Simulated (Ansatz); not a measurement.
Consider Si3N4 (P6_3/m).

It takes space group P6_3/m (No. 176, hexagonal). Conventional cell: a = 7.604 Å, b = 7.604 Å, c = 2.906 Å, α = 90.00°, β = 90.00°, γ = 120.00°. Si has 4 N at 1.73 to 1.74 Å nearest. Nearest to N lie 3 Si at 1.74 Å. Nearest to N lie 3 Si at 1.73 Å. Farther neighbours and most contacts between anions are not listed.

```
Si N
1.0
     7.60440    0.00000    0.00000
    -3.80220    6.58560    0.00000
     0.00000    0.00000    2.90630
Si N
6 8
Direct
  0.76848 0.17456 0.25000
  0.59392 0.76848 0.75000
  0.82544 0.59392 0.25000
  0.23152 0.82544 0.75000
  0.40608 0.23152 0.25000
  0.17456 0.40608 0.75000
  0.03050 0.33024 0.25000
  0.70026 0.03050 0.75000
  0.66976 0.70026 0.25000
  0.96950 0.66976 0.75000
  0.29974 0.96950 0.25000
  0.33024 0.29974 0.75000
  0.66667 0.33333 0.25000
  0.33333 0.66667 0.75000
```

The cell and positions come from the Crystallography Open Database and are kept as given unless a step says otherwise.

Gaps computed with Ansatz 0.2.0 without a self-energy: PBE 4.33 eV, HSE06 5.76 eV, PBE0 6.53 eV and DDH-PBE0 6.40 eV.

Q: Estimate the G0W0@PBE gap with 3×3×6 mesh, 798 empty bands, screening to 180 eV, PAW set soft_1 files.

About 6.10 eV: on its mesh the run moves the gap from 4.32 eV by +1.77 eV. Among the scalar-relativistic levels given, DDH-PBE0 is nearest (+0.30 eV). Bands and cutoff are finite, so the gap is not at the basis limit. The miss can reach some tenths of an eV and take either sign; the mesh is an error of its own.

[Paths, hosts, dates, memory and timing lines, banners, echoed tables and standing remarks are left out of the program output.]

[Logs are printed without paths, hosts, clocks, repeated set-up lines and the standing remarks that a program may print on its own settings, such as how far it seeks lower states.]

[Runs of the session that timed out or met a known fault of the program may be left out.]

[Cells called generated may have been cut or substituted from an entry of the Crystallography Open Database or the Materials Project.]

[Hosts, paths, dates, database ids (printed as entryN), source tags and the programs' standing remarks are cut or masked in the printed files.]
